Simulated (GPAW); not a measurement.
# W2CS2 MXene monolayer: work function by functional and basis, part 2 of 2

Aim: the work function of both faces of W2CS2 MXene monolayer, and its spread over functionals and bases.

GPAW 26.7.0; GPAW, PAW setups; layer in a repeated cell with vacuum, relaxation of atoms and in-plane cell (the session's first sound run).

So far, upper work function (eV): step 3 (the slab's potential, PBE, GPAW) 5.09; step 5 (self-consistent run: xc = "LDA") 5.35; step 6 (OptPBE vdW: xc = "optPBE-vdW", GPAW, PAW setups, GPAW) 5.35; step 7 (self-consistent run: xc = "RPBE") 4.99; step 8 (self-consistent run: xc = "vdW-DF2", GPAW, PAW setups, GPAW) 5.51.

### 9. Real-space grid: mode = "fd"

Level of this step: GPAW, PAW setups; slab in vacuum (GPAW).

A real-space grid is a second complete basis, so it checks the plane-wave result.

Contents of run.py:

```python
import json
import numpy as np
from ase import Atoms
from gpaw import GPAW

slab = Atoms(
    ['S', 'W', 'C', 'W', 'S'],
    positions=[
        [-0.00000, 1.88845, 7.00000],
        [1.63544, 0.94422, 8.61686],
        [-0.00000, -0.00000, 9.68318],
        [-0.00000, 1.88845, 10.74951],
        [1.63544, 0.94422, 12.36636]],
    cell=[[3.27088, -0.0, 0.0], [-1.63544, 2.83266, 0.0], [0.0, 0.0, 19.3664]],
    pbc=[True, True, False])

slab.calc = GPAW(mode='fd', h=0.18, xc='PBE', kpts={'size': (12, 12, 1), 'gamma': True},
                 occupations={'name': 'fermi-dirac', 'width': 0.05}, nbands='160%',
                 convergence={'density': 1e-05}, maxiter=200,
                 poissonsolver={'dipolelayer': 'xy'},
                 symmetry={'tolerance': 1e-3}, txt='slab.txt')
result = {}
energy = slab.get_potential_energy()
fermi = slab.calc.get_fermi_level()
v = slab.calc.get_electrostatic_potential().mean((0, 1)) - fermi
n = slab.calc.get_pseudo_density().mean((0, 1))
L = slab.cell[2, 2]
z = np.arange(len(v)) * L / len(v)
low, high = slab.positions[:, 2].min(), slab.positions[:, 2].max()
below, above = np.interp([low - 4.8, high + 4.8], z, v)
slopes = [np.interp(x, z, np.gradient(v, z)) for x in (low - 4.8, high + 4.8)]
eps = np.array([[slab.calc.get_eigenvalues(k, s) for k in range(len(slab.calc.get_ibz_k_points()))]
                for s in range(slab.calc.get_number_of_spins())]) - fermi
top, bottom = eps[eps < 0].max(), eps[eps > 0].min()
dipole = slab.get_dipole_moment()[2]
print(f'energy {energy:.4f} eV, Fermi level {fermi:.4f} eV, dipole {dipole:.5f} e A')
print(f'potential 4.8 A off the faces, from the Fermi level: lower {below:.4f} eV, upper {above:.4f} eV')
print(f'slope of the potential there: lower {slopes[0]:.5f}, upper {slopes[1]:.5f} eV/A')
print(f'nearest levels on the mesh: {top:.4f} and {bottom:.4f} eV')
print('magnetic moment', round(slab.get_magnetic_moment(), 3))
result.update(energy=energy, fermi=fermi, dipole=dipole, below=below, above=above, slopes=slopes, edges=[top, bottom],
              z=z.tolist(), v=v.tolist(), n=n.tolist(), positions=slab.positions.tolist(),
              forces=slab.get_forces(apply_constraint=False).tolist(), moments=slab.get_magnetic_moments().tolist())
json.dump(result, open('result.json', 'w'))
```

Run with:

```bash
> OMP_NUM_THREADS=1 OPENBLAS_NUM_THREADS=1 python run.py
```

What it wrote:

```text
energy -42.0256 eV, Fermi level -5.0840 eV, dipole -0.00054 e A
potential 4.8 A off the faces, from the Fermi level: lower 5.0785 eV, upper 5.0894 eV
slope of the potential there: lower -0.00006, upper 0.00006 eV/A
nearest levels on the mesh: -0.0926 and 0.0462 eV
magnetic moment 0.0
```

Run time: 1.9 min. Hardware: 1 thread of AMD EPYC 9R14 (Zen 4), shared host; peak memory 0.64 GiB.

Numbers from this step:

* dipole along the normal: -5.44e-4 e·Å
* levels nearest the Fermi level on the mesh: -0.09255, 0.04619 eV from the Fermi level
* upper work function: 5.089 eV
* lower work function: 5.078 eV

The upper face's work function is 5.089 eV, against 5.089 eV in the first plane-wave PBE run at this geometry.

### 10. Atomic orbitals: mode = "lcao"

Atom-centred orbitals end a few angstrom from the surface, which tests how much the density's tail matters.

Edit run.py of step 9 so:

```diff
@@ -16,4 +16,4 @@
 
-slab.calc = GPAW(mode='fd', h=0.18, xc='PBE', kpts={'size': (12, 12, 1), 'gamma': True},
-                 occupations={'name': 'fermi-dirac', 'width': 0.05}, nbands='160%',
+slab.calc = GPAW(mode='lcao', basis='dzp', h=0.18, xc='PBE', kpts={'size': (12, 12, 1), 'gamma': True},
+                 occupations={'name': 'fermi-dirac', 'width': 0.05}, nbands='120%',
                  convergence={'density': 1e-05}, maxiter=200,
```

What it wrote:

```text
energy -40.5811 eV, Fermi level -5.0966 eV, dipole -0.00054 e A
potential 4.8 A off the faces, from the Fermi level: lower 5.0912 eV, upper 5.1021 eV
slope of the potential there: lower 0.00000, upper 0.00000 eV/A
nearest levels on the mesh: -0.0400 and 0.0364 eV
magnetic moment 0.0
```

It took 3.5 min on 1 thread; peak memory 0.31 GiB.

This step gave:

```yaml
levels_nearest_the_fermi_level_on_the_mesh: -0.03999, 0.03642 eV from the Fermi level
upper_work_function: 5.102 eV
lower_work_function: 5.091 eV
```

Electrostatic potential energy of an electron (without an applied field's), less the Fermi level, planar mean against z:

z (Å), electrostatic potential energy of an electron (without an applied field's), less the Fermi level, planar mean (eV) and a bar from the least value:
```
      0.0        5.1 ##############################
      0.5        5.1 ##############################
      1.0        5.1 ##############################
      1.5        5.1 ##############################
      2.0        5.1 ##############################
      2.5        5.1 ##############################
      3.0        5.1 ##############################
      3.5        5.1 ##############################
      4.0        5.1 ##############################
      4.5        5.1 ##############################
      5.0        5.0 ##############################
      5.5        4.7 ##############################
      6.0        3.1 ############################
      6.5       -4.3 ####################
      7.0      -18.0 #####
      7.5       -7.6 ################
      8.0       -9.7 ##############
      8.5      -22.6 
      9.0      -17.4 ######
      9.5      -13.4 ##########
     10.0      -12.5 ###########
     10.5      -20.5 ##
     11.0      -19.8 ###
     11.5       -7.3 #################
     12.0      -10.3 #############
     12.5      -15.9 #######
     13.0       -1.2 #######################
     13.5        3.8 #############################
     14.0        4.9 ##############################
     14.5        5.1 ##############################
     15.0        5.1 ##############################
     15.5        5.1 ##############################
     16.0        5.1 ##############################
     16.5        5.1 ##############################
     17.0        5.1 ##############################
     17.5        5.1 ##############################
     18.0        5.1 ##############################
     18.5        5.1 ##############################
     19.0        5.1 ##############################
```

The upper face's work function is 5.102 eV, against 5.089 eV in the first plane-wave PBE run at this geometry.

### 11. Cost and result by level

Times are for 1 thread of AMD EPYC 9R14 (Zen 4), shared host. The series side by side:

| no. | run | upper work function (eV) | lower work function (eV) | time | memory (GiB) |
| --- | --- | --- | --- | --- | --- |
| 1 | pw | 5.089 | 5.078 | 41 s | 0.26 |
| 2 | revPBE | 4.990 | 4.979 | 41 s | 0.26 |
| 3 | LDA | 5.345 | 5.334 | 41 s | 0.26 |
| 4 | optPBE vdW | 5.348 | 5.337 | 50 s | 0.42 |
| 5 | RPBE | 4.992 | 4.982 | 41 s | 0.26 |
| 6 | vdW DF2 | 5.513 | 5.502 | 53 s | 0.42 |
| 7 | fd | 5.089 | 5.078 | 1.9 min | 0.64 |
| 8 | lcao | 5.102 | 5.091 | 3.5 min | 0.31 |

### 12. Side by side

Results and costs are gathered.

This step: comparison of work functions, dipole and cost (GPAW 26.7.0).

Ladder, by row:

| step | code | work function, upper (eV) | work function, lower (eV) | dipole (e Å) | wall time (s) | peak memory (GiB) | threads |
| --- | --- | --- | --- | --- | --- | --- | --- |
| pw | GPAW | 5.089 | 5.078 | -4.98e-4 | 40.91 | 0.26 | 1 |
| revPBE | GPAW | 4.99 | 4.979 | -4.98e-4 | 40.59 | 0.26 | 1 |
| LDA | GPAW | 5.345 | 5.334 | -4.97e-4 | 40.99 | 0.26 | 1 |
| optPBE-vdW | GPAW | 5.348 | 5.337 | -4.97e-4 | 50.44 | 0.42 | 1 |
| RPBE | GPAW | 4.992 | 4.982 | -4.98e-4 | 41.16 | 0.26 | 1 |
| vdW-DF2 | GPAW | 5.513 | 5.502 | -4.97e-4 | 52.97 | 0.42 | 1 |
| fd | GPAW | 5.089 | 5.078 | -5.44e-4 | 112.5 | 0.64 | 1 |
| lcao | GPAW | 5.102 | 5.091 | -5.44e-4 | 208.9 | 0.31 | 1 |

### 13. A changed run

One more run, with changed settings.

This step: GPAW, PAW setups; slab in vacuum (GPAW 26.7.0).

Edit run.py of step 10 so:

```diff
@@ -3,3 +3,3 @@
 from ase import Atoms
-from gpaw import GPAW
+from gpaw import GPAW, PW
 
@@ -16,5 +16,5 @@
 
-slab.calc = GPAW(mode='lcao', basis='dzp', h=0.18, xc='PBE', kpts={'size': (12, 12, 1), 'gamma': True},
-                 occupations={'name': 'fermi-dirac', 'width': 0.05}, nbands='120%',
-                 convergence={'density': 1e-05}, maxiter=200,
+slab.calc = GPAW(mode=PW(500), xc='PBE', kpts={'size': (12, 12, 1), 'gamma': True},
+                 occupations={'name': 'fermi-dirac', 'width': 0.05}, nbands='160%',
+                 convergence={'density': 1e-05}, maxiter=50,
                  poissonsolver={'dipolelayer': 'xy'},
@@ -29,4 +29,4 @@
 low, high = slab.positions[:, 2].min(), slab.positions[:, 2].max()
-below, above = np.interp([low - 4.8, high + 4.8], z, v)
-slopes = [np.interp(x, z, np.gradient(v, z)) for x in (low - 4.8, high + 4.8)]
+below, above = np.interp([low - 1.0, high + 1.0], z, v)
+slopes = [np.interp(x, z, np.gradient(v, z)) for x in (low - 1.0, high + 1.0)]
 eps = np.array([[slab.calc.get_eigenvalues(k, s) for k in range(len(slab.calc.get_ibz_k_points()))]
@@ -36,3 +36,3 @@
 print(f'energy {energy:.4f} eV, Fermi level {fermi:.4f} eV, dipole {dipole:.5f} e A')
-print(f'potential 4.8 A off the faces, from the Fermi level: lower {below:.4f} eV, upper {above:.4f} eV')
+print(f'potential 1.0 A off the faces, from the Fermi level: lower {below:.4f} eV, upper {above:.4f} eV')
 print(f'slope of the potential there: lower {slopes[0]:.5f}, upper {slopes[1]:.5f} eV/A')
```

What it wrote:

```text
energy -42.0532 eV, Fermi level 1.4970 eV, dipole -0.00050 e A
potential 1.0 A off the faces, from the Fermi level: lower 3.0374 eV, upper 3.0481 eV
slope of the potential there: lower -6.56080, upper 6.56151 eV/A
nearest levels on the mesh: -0.0929 and 0.0462 eV
magnetic moment 0.0
```

The job ended after 41 s (1 thread; peak memory 0.25 GiB).

The run finished. A setting was moved off its sound value on purpose, so it serves as a test and not as the result.

The fault put into the input: the potential probed 1 A off the face (probe = 1.0).

### 14. Results

```yaml
work_function_upper_and_lower_face: 5.089 and 5.078 eV
dipole_along_the_normal: -5.0e-4 e Å
```

**Reading.** With plane waves and PBE the work function is 5.09 eV on the upper face and 5.08 eV on the lower. Over the sound runs of the table the upper face's work function spans 4.990 (revPBE) to 5.513 eV (vdW-DF2). The starting lattice was a guess from atomic radii; the relaxation moved it by 5 %. The small printed dipole stands for a step of 9.7 meV from the lower to the upper face, and the probes find 11 meV; values this small are near the numerical noise of both. The layer's cell and atoms come from the relaxation; spin-orbit coupling and temperature are left out.

[Logs are printed without paths, hosts, clocks, repeated set-up lines and the standing remarks that a program may print on its own settings, such as how far it seeks lower states.]

[Hosts, paths, dates, database ids (printed as entryN), source tags and the programs' standing remarks are cut or masked in the printed files.]
